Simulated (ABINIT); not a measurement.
## InSbSe3 (Pm-3m): zone-centre phonons

Aim: the zone-centre modes of InSbSe3 (Pm-3m).

Program: ABINIT 10.8.3. Level of theory: DFT LDA, scalar-relativistic, plane waves, HGH norm-conserving pseudopotentials. Results are calculated unless marked as measured.

The structure was built from a prototype and need not be the compound's stable phase.

## Step 1: Set-up

It takes space group Pm-3m (No. 221, cubic). The conventional cell has a = 5.057 Å, b = 5.057 Å, c = 5.057 Å, α = 90.00°, β = 90.00°, γ = 90.00°. Nearest to In lie 12 Se at 3.58 Å. Sb has 6 Se at 2.53 Å nearest. Nearest to Se lie 2 Sb at 2.53 Å. Farther neighbours and most contacts between anions are not listed.

Structure file:

```cif
data_structure
_symmetry_space_group_name_H-M 'P 1'
_symmetry_Int_Tables_number 1
_cell_length_a 5.0568
_cell_length_b 5.0568
_cell_length_c 5.0568
_cell_angle_alpha 90.000
_cell_angle_beta 90.000
_cell_angle_gamma 90.000
_cell_volume 129.31
loop_
_atom_site_label
_atom_site_type_symbol
_atom_site_fract_x
_atom_site_fract_y
_atom_site_fract_z
_atom_site_occupancy
In1 In 0.00000 0.00000 0.00000 1
Sb2 Sb 0.50000 0.50000 0.50000 1
Se3 Se 0.50000 0.50000 0.00000 1
Se4 Se 0.50000 0.00000 0.50000 1
Se5 Se 0.00000 0.50000 0.50000 1
```

## Step 2: A first look

A first run with smearing and empty bands tells whether the crystal has a gap, which decides between fixed occupations and smearing later on.

Input file probe.abi:

```
# ground state
tolvrs 1.0d-08
prtden 1
prtwf 1

# basis, mesh and filling
ecut 20.0
ixc 7
ngkpt 4 4 4
nshiftk 1
shiftk 0.0 0.0 0.0
istwfk *1
occopt 7
tsmear 0.005
nband 20
nstep 100
diemac 9.0
prtebands 0
prtgsr 0

# cell and atoms
acell 9.555967067 9.555967067 9.555967067
rprim 
    1.0 0.0 0.0
    0.0 1.0 0.0
    0.0 0.0 1.0
ntypat 3
znucl 49 51 34
natom 5
typat 1 2 3 3 3
xred 
    0.0 0.0 0.0
    0.5 0.5 0.5
    0.5 0.5 0.0
    0.5 0.0 0.5
    0.0 0.5 0.5
pp_dirpath "./pseudo"
pseudos "In.hgh, Sb.hgh, Se.hgh"
```

Launch:

```console
$ OMP_NUM_THREADS=1 mpirun -n 4 abinit probe.abi > probe.log
```

Numbers of over 12 decimals in the logs are rounded to 6 here.

probe.abo, the main output file:

```text
[banners, grids, parts of the stress and lines that vanish by symmetry left out]
- input  file    -> probe.abi
- output file    -> probe.abo
- root for input  files -> probei
[...]
Symmetries : space group Pm -3 m (#221); Bravais cP (primitive cubic)
[...]
mpw =        3764          nfft =       64000          nkpt =          10
[...]
== DATASET  1 ==================================================================
[...]
cutoff_energies: {ecut:  20.0, pawecutdg:  -1.0, }
[...]
Exchange-correlation functional for the present dataset will be:
  LDA: Perdew-Wang 92 LSD fit to Ceperley-Alder data - ixc=7
[...]
ETOT  1  -36.023027193246    -3.602E+01 2.084E-02 3.030E+02
 ETOT  2  -36.100915305440    -7.789E-02 4.410E-03 6.652E+00
 ETOT  3  -36.103021572924    -2.106E-03 8.578E-04 6.632E-01
 ETOT  4  -36.103264421167    -2.428E-04 8.360E-04 1.298E-02
 ETOT  5  -36.103267946440    -3.525E-06 1.101E-04 3.036E-05
 ETOT  6  -36.103267952349    -5.909E-09 1.225E-04 1.332E-06
 ETOT  7  -36.103267952537    -1.881E-10 4.957E-05 2.582E-08
 ETOT  8  -36.103267952545    -7.780E-12 5.255E-05 4.243E-10
 At SCF step    8       vres2   =  4.24E-10 < tolvrs=  1.00E-08 =>converged.
[...]
sigma(1 1)= -1.44455216E-04  sigma(3 2)=  0.00000000E+00
  sigma(2 2)= -1.44455216E-04  sigma(3 1)=  0.00000000E+00
  sigma(3 3)= -1.44455216E-04  sigma(2 1)=  0.00000000E+00
[...]
convergence: {deltae: -7.780E-12, res2:  4.243E-10, residm:  5.255E-05, diffor: null, }
etotal    :  -3.61032680E+01
[...]
sigma(1 1)= -1.44455216E-04  sigma(3 2)=  0.00000000E+00
  sigma(2 2)= -1.44455216E-04  sigma(3 1)=  0.00000000E+00
  sigma(3 3)= -1.44455216E-04  sigma(2 1)=  0.00000000E+00
[...]
- sigma(1 1)= -4.25001918E+00  sigma(3 2)=  0.00000000E+00
- sigma(2 2)= -4.25001918E+00  sigma(3 1)=  0.00000000E+00
- sigma(3 3)= -4.25001918E+00  sigma(2 1)=  0.00000000E+00
[...]
fcart     -0.0000000000E+00 -0.0000000000E+00 -0.0000000000E+00
           strten     -1.4445521579E-04 -1.4445521579E-04 -1.4445521579E-04
================================================================================

[key lines of the parts left out:]
pressure_GPa:   4.2500E+00
```

The job ended after 7.8 s (4 MPI ranks of Arm Neoverse V1, shared host).

This step gave:

```
volume per atom   : 25.86 Å³
pressure          : 4.250 GPa
gap on the k-mesh : 0 eV
```

No gap opens on this mesh, so smearing is kept; the printed pressure holds the stress of the finite basis too.

## Step 3: Rough relaxation

The typed start is rough, so a first relaxation with smearing and loose thresholds takes it towards rest cheaply.

Input file prerelax.abi:

```
# relaxation
ionmov 2
optcell 2
dilatmx 1.15
chkdilatmx 0
ntime 40
tolmxf 3.0d-04
tolvrs 1.0d-10
prtwf 0
prtden 0
chksymtnons 0

# basis, mesh and filling
ecut 21.0
ecutsm 3.0
ixc 7
ngkpt 4 4 4
nshiftk 1
shiftk 0.0 0.0 0.0
istwfk *1
occopt 7
tsmear 0.005
nband 20
nstep 100
diemac 1000000.0
prtebands 0
prtgsr 0

# cell and atoms
acell 9.555967067 9.555967067 9.555967067
rprim 
    1.0 0.0 0.0
    0.0 1.0 0.0
    0.0 0.0 1.0
ntypat 3
znucl 49 51 34
natom 5
typat 1 2 3 3 3
xred 
    0.0 0.0 0.0
    0.5 0.5 0.5
    0.5 0.5 0.0
    0.5 0.0 0.5
    0.0 0.5 0.5
pp_dirpath "./pseudo"
pseudos "In.hgh, Sb.hgh, Se.hgh"
```

Launch:

```console
$ OMP_NUM_THREADS=1 mpirun -n 4 abinit prerelax.abi > prerelax.log
```

prerelax.abo, the main output file:

```text
[banners, grids, parts of the stress and lines that vanish by symmetry left out]
- input  file    -> prerelax.abi
- output file    -> prerelax.abo
- root for input  files -> prerelaxi
[...]
Symmetries : space group Pm -3 m (#221); Bravais cP (primitive cubic)
[...]
mpw =        6126          nfft =      110592          nkpt =          10
[...]
== DATASET  1 ==================================================================
[...]
cutoff_energies: {ecut:  21.0, pawecutdg:  -1.0, }
[...]
Exchange-correlation functional for the present dataset will be:
  LDA: Perdew-Wang 92 LSD fit to Ceperley-Alder data - ixc=7
[...]
ETOT  1  -36.023286831362    -3.602E+01 3.291E-02 5.235E+02
 ETOT  2  -36.099889699496    -7.660E-02 3.655E-03 2.255E+01
 ETOT  3  -36.102178959297    -2.289E-03 1.497E-03 1.244E+00
 ETOT  4  -36.102335073495    -1.561E-04 5.081E-04 4.199E-02
[...]
ETOT  8  -36.109170354869     1.116E-12 4.057E-11 1.913E-11
 At SCF step    8       vres2   =  1.91E-11 < tolvrs=  1.00E-10 =>converged.
[...]
sigma(1 1)= -2.04020812E-06  sigma(3 2)=  0.00000000E+00
  sigma(2 2)= -2.04020812E-06  sigma(3 1)=  0.00000000E+00
  sigma(3 3)= -2.04020812E-06  sigma(2 1)=  0.00000000E+00
[...]
convergence: {deltae:  1.116E-12, res2:  1.913E-11, residm:  4.057E-11, diffor: null, }
etotal    :  -3.61091704E+01
[...]
At Broyd/MD step   4, gradients are converged :
[...]
sigma(1 1)= -2.04020812E-06  sigma(3 2)=  0.00000000E+00
  sigma(2 2)= -2.04020812E-06  sigma(3 1)=  0.00000000E+00
  sigma(3 3)= -2.04020812E-06  sigma(2 1)=  0.00000000E+00
[...]
- sigma(1 1)= -6.00249952E-02  sigma(3 2)=  0.00000000E+00
- sigma(2 2)= -6.00249952E-02  sigma(3 1)=  0.00000000E+00
- sigma(3 3)= -6.00249952E-02  sigma(2 1)=  0.00000000E+00
[...]
fcart     -0.0000000000E+00 -0.0000000000E+00 -0.0000000000E+00
           strten     -2.0402081169E-06 -2.0402081169E-06 -2.0402081169E-06
================================================================================

[key lines of the parts left out:]
pressure_GPa:   6.0025E-02
Total energy (etotal) [Ha]= -3.61091703548686E+01
```

It took 46 s on 4 MPI ranks.

Relaxation path:

```csv
step,energy less that of the first step (eV),largest force (eV/Å),volume (Å³)
1,0.0000,0.0000,129.31
2,-0.0610,0.0000,131.39
3,-0.1836,0.0000,140.31
4,-0.1858,0.0000,141.61
```

```csv
"conventional cell, symmetrised",before,after,change
a (Å),5.057,5.212,+3.1 %
b (Å),5.057,5.212,+3.1 %
c (Å),5.057,5.212,+3.1 %
volume (Å³/atom),25.86,28.32,+9.5 %
```

The relaxed structure:

```xyz
5
Lattice="5.2123 0.0000 0.0000 0.0000 5.2123 0.0000 0.0000 0.0000 5.2123" Properties=species:S:1:pos:R:3 pbc="T T T"
In    0.0000    0.0000    0.0000
Sb    2.6062    2.6062    2.6062
Se    2.6062    2.6062    0.0000
Se    2.6062    0.0000    2.6062
Se    0.0000    2.6062    2.6062
```

This step gave:

```yaml
volume_per_atom: 28.32 Å³
pressure: 0.06003 GPa
```

The volume changes by +9.5 % in this run and stands +9.5 % from the first cell.

## Step 4: Relaxation

The harmonic expansion needs vanishing forces, and a free crystal bears no stress, so cell and atoms are brought to rest. Stress is more sensitive to the basis than forces are: the last 3 Ha under the cutoff are smoothed with ecutsm, and the cutoff is raised above that of the later runs.

Input file relax.abi:

```
# relaxation
ionmov 2
optcell 2
dilatmx 1.08
ntime 40
tolmxf 1.0d-05
tolvrs 1.0d-14
prtwf 0
prtden 0
chksymtnons 0

# basis, mesh and filling
ecut 26.0
ecutsm 3.0
ixc 7
ngkpt 4 4 4
nshiftk 1
shiftk 0.0 0.0 0.0
istwfk *1
occopt 6
tsmear 0.01
nband 20
nstep 100
diemac 1000000.0
prtebands 0
prtgsr 0

# cell and atoms
acell 9.849871229 9.849871229 9.849871229
rprim 
    1.0 0.0 0.0
    0.0 1.0 0.0
    0.0 0.0 1.0
ntypat 3
znucl 49 51 34
natom 5
typat 1 2 3 3 3
xred 
    0.0 0.0 0.0
    0.5 0.5 0.5
    0.5 0.5 0.0
    0.5 0.0 0.5
    0.0 0.5 0.5
pp_dirpath "./pseudo"
pseudos "In.hgh, Sb.hgh, Se.hgh"
```

Launch:

```console
$ OMP_NUM_THREADS=1 mpirun -n 4 abinit relax.abi > relax.log
```

relax.abo, the main output file:

```text
[banners, grids, parts of the stress and lines that vanish by symmetry left out]
- input  file    -> relax.abi
- output file    -> relax.abo
- root for input  files -> relaxi
[...]
Symmetries : space group Pm -3 m (#221); Bravais cP (primitive cubic)
[...]
mpw =        7689          nfft =      125000          nkpt =          10
[...]
== DATASET  1 ==================================================================
[...]
cutoff_energies: {ecut:  26.0, pawecutdg:  -1.0, }
[...]
Exchange-correlation functional for the present dataset will be:
  LDA: Perdew-Wang 92 LSD fit to Ceperley-Alder data - ixc=7
[...]
ETOT  1  -36.026248684300    -3.603E+01 2.585E-02 6.159E+02
 ETOT  2  -36.111804439321    -8.556E-02 3.250E-03 2.989E+01
 ETOT  3  -36.115030604763    -3.226E-03 1.426E-03 3.853E+00
 ETOT  4  -36.115481119899    -4.505E-04 2.095E-04 1.597E-01
 ETOT  5  -36.115509458771    -2.834E-05 2.460E-04 2.015E-02
[...]
At SCF step   12       vres2   =  4.71E-16 < tolvrs=  1.00E-14 =>converged.
[...]
sigma(1 1)= -1.26119350E-06  sigma(3 2)=  0.00000000E+00
  sigma(2 2)= -1.26119350E-06  sigma(3 1)=  0.00000000E+00
  sigma(3 3)= -1.26119350E-06  sigma(2 1)=  0.00000000E+00
[...]
convergence: {deltae:  2.842E-13, res2:  4.706E-16, residm:  1.105E-04, diffor: null, }
etotal    :  -3.61155120E+01
[...]
ETOT  1  -36.115512054817    -3.612E+01 5.897E-05 9.746E-04
[...]
At SCF step    8       vres2   =  2.39E-15 < tolvrs=  1.00E-14 =>converged.
[...]
sigma(1 1)= -1.09163043E-06  sigma(3 2)=  0.00000000E+00
  sigma(2 2)= -1.09163043E-06  sigma(3 1)=  0.00000000E+00
  sigma(3 3)= -1.09163043E-06  sigma(2 1)=  0.00000000E+00
[...]
convergence: {deltae: -5.826E-13, res2:  2.387E-15, residm:  2.893E-06, diffor: null, }
etotal    :  -3.61155121E+01
[...]
ETOT  1  -36.115508788558    -3.612E+01 1.366E-06 4.045E-02
[...]
ETOT  8  -36.115512527141    -1.080E-12 6.302E-08 1.040E-13
 ETOT  9  -36.115512527140     1.492E-13 1.700E-08 4.441E-16
 At SCF step    9       vres2   =  4.44E-16 < tolvrs=  1.00E-14 =>converged.
[...]
sigma(1 1)= -2.89718387E-09  sigma(3 2)=  0.00000000E+00
  sigma(2 2)= -2.89718387E-09  sigma(3 1)=  0.00000000E+00
  sigma(3 3)= -2.89718387E-09  sigma(2 1)=  0.00000000E+00
[...]
convergence: {deltae:  1.492E-13, res2:  4.441E-16, residm:  1.700E-08, diffor: null, }
etotal    :  -3.61155125E+01
[...]
At Broyd/MD step   3, gradients are converged :
[...]
sigma(1 1)= -2.89718387E-09  sigma(3 2)=  0.00000000E+00
  sigma(2 2)= -2.89718387E-09  sigma(3 1)=  0.00000000E+00
  sigma(3 3)= -2.89718387E-09  sigma(2 1)=  0.00000000E+00
[...]
- sigma(1 1)= -8.52380923E-05  sigma(3 2)=  0.00000000E+00
- sigma(2 2)= -8.52380923E-05  sigma(3 1)=  0.00000000E+00
- sigma(3 3)= -8.52380923E-05  sigma(2 1)=  0.00000000E+00
[...]
fcart     -0.0000000000E+00 -0.0000000000E+00 -0.0000000000E+00
           strten     -2.8971838708E-09 -2.8971838708E-09 -2.8971838700E-09
================================================================================

[key lines of the parts left out:]
pressure_GPa:   8.5238E-05
Total energy (etotal) [Ha]= -3.61155125271404E+01
```

The job ended after 50 s (4 MPI ranks).

Little changed from the start: no atom moved by 0.005 Å and no cell edge by 0.1 %.

Read from the output:

| Property | Result |
| --- | --- |
| volume per atom | 28.35 Å³ |
| pressure | 8.52e-5 GPa |

The volume changes by +0.1 % in this run and stands +9.6 % from the first cell.

## Step 5: Ground state

First-order wavefunctions inherit every error of the ground state, hence the very tight tolvrs. Smearing stays on, as the first look found no gap above 0.3 eV.

Input file gs.abi:

```
# ground state
tolvrs 1.0d-16
prtden 1
prtwf 1

# basis, mesh and filling
ecut 20.0
ixc 7
ngkpt 4 4 4
nshiftk 1
shiftk 0.0 0.0 0.0
istwfk *1
occopt 6
tsmear 0.01
nband 20
nstep 100
diemac 1000000.0
prtebands 0
prtgsr 0

# cell and atoms
acell 9.852645197 9.852645197 9.852645197
rprim 
    1.0 0.0 0.0
    0.0 1.0 0.0
    0.0 0.0 1.0
ntypat 3
znucl 49 51 34
natom 5
typat 1 2 3 3 3
xred 
    0.0 0.0 0.0
    0.5 0.5 0.5
    0.5 0.5 0.0
    0.5 0.0 0.5
    0.0 0.5 0.5
pp_dirpath "./pseudo"
pseudos "In.hgh, Sb.hgh, Se.hgh"
```

Launch:

```console
$ OMP_NUM_THREADS=1 mpirun -n 4 abinit gs.abi > gs.log
```

gs.abo, the main output file:

```text
[banners, grids, parts of the stress and lines that vanish by symmetry left out]
- input  file    -> gs.abi
- output file    -> gs.abo
- root for input  files -> gsi
[...]
Symmetries : space group Pm -3 m (#221); Bravais cP (primitive cubic)
[...]
mpw =        4116          nfft =       64000          nkpt =          10
[...]
== DATASET  1 ==================================================================
[...]
cutoff_energies: {ecut:  20.0, pawecutdg:  -1.0, }
[...]
Exchange-correlation functional for the present dataset will be:
  LDA: Perdew-Wang 92 LSD fit to Ceperley-Alder data - ixc=7
[...]
ETOT  1  -36.024276916022    -3.602E+01 3.901E-02 3.095E+02
 ETOT  2  -36.105342927919    -8.107E-02 5.320E-03 1.634E+01
 ETOT  3  -36.108726087694    -3.383E-03 2.243E-03 2.043E+00
 ETOT  4  -36.109184456121    -4.584E-04 4.404E-04 8.871E-02
 ETOT  5  -36.109215054401    -3.060E-05 3.607E-04 1.210E-02
[...]
ETOT 12  -36.109218017282    -6.395E-13 5.659E-06 2.945E-16
 ETOT 13  -36.109218017283    -1.499E-12 9.426E-06 1.358E-17
 At SCF step   13       vres2   =  1.36E-17 < tolvrs=  1.00E-16 =>converged.
[...]
sigma(1 1)=  3.00626973E-05  sigma(3 2)=  0.00000000E+00
  sigma(2 2)=  3.00626973E-05  sigma(3 1)=  0.00000000E+00
  sigma(3 3)=  3.00626973E-05  sigma(2 1)=  0.00000000E+00
[...]
convergence: {deltae: -1.499E-12, res2:  1.358E-17, residm:  9.426E-06, diffor: null, }
etotal    :  -3.61092180E+01
[...]
sigma(1 1)=  3.00626973E-05  sigma(3 2)=  0.00000000E+00
  sigma(2 2)=  3.00626973E-05  sigma(3 1)=  0.00000000E+00
  sigma(3 3)=  3.00626973E-05  sigma(2 1)=  0.00000000E+00
[...]
- sigma(1 1)=  8.84475091E-01  sigma(3 2)=  0.00000000E+00
- sigma(2 2)=  8.84475091E-01  sigma(3 1)=  0.00000000E+00
- sigma(3 3)=  8.84475091E-01  sigma(2 1)=  0.00000000E+00
[...]
fcart     -0.0000000000E+00 -0.0000000000E+00 -0.0000000000E+00
           strten      3.0062697313E-05  3.0062697313E-05  3.0062697313E-05
================================================================================

[key lines of the parts left out:]
pressure_GPa:  -8.8448E-01
```

It took 12 s on 4 MPI ranks; 47 s of CPU time.

Read from the output:

| Item | Value |
| --- | --- |
| pressure | -0.8845 GPa |

The cell stands at -0.88 GPa: the relaxation ran with a smoothed and higher cutoff, and the difference is a stress of the finite basis.

(Continued in part 2 of 4.)

[Host names and launcher messages were left out of these logs when they were recorded.]

[Logs are printed without paths, hosts, clocks, repeated set-up lines and the standing remarks that a program may print on its own settings, such as how far it seeks lower states.]

[Hosts, paths, dates, database ids (printed as entryN), source tags and the programs' standing remarks are cut or masked in the printed files.]
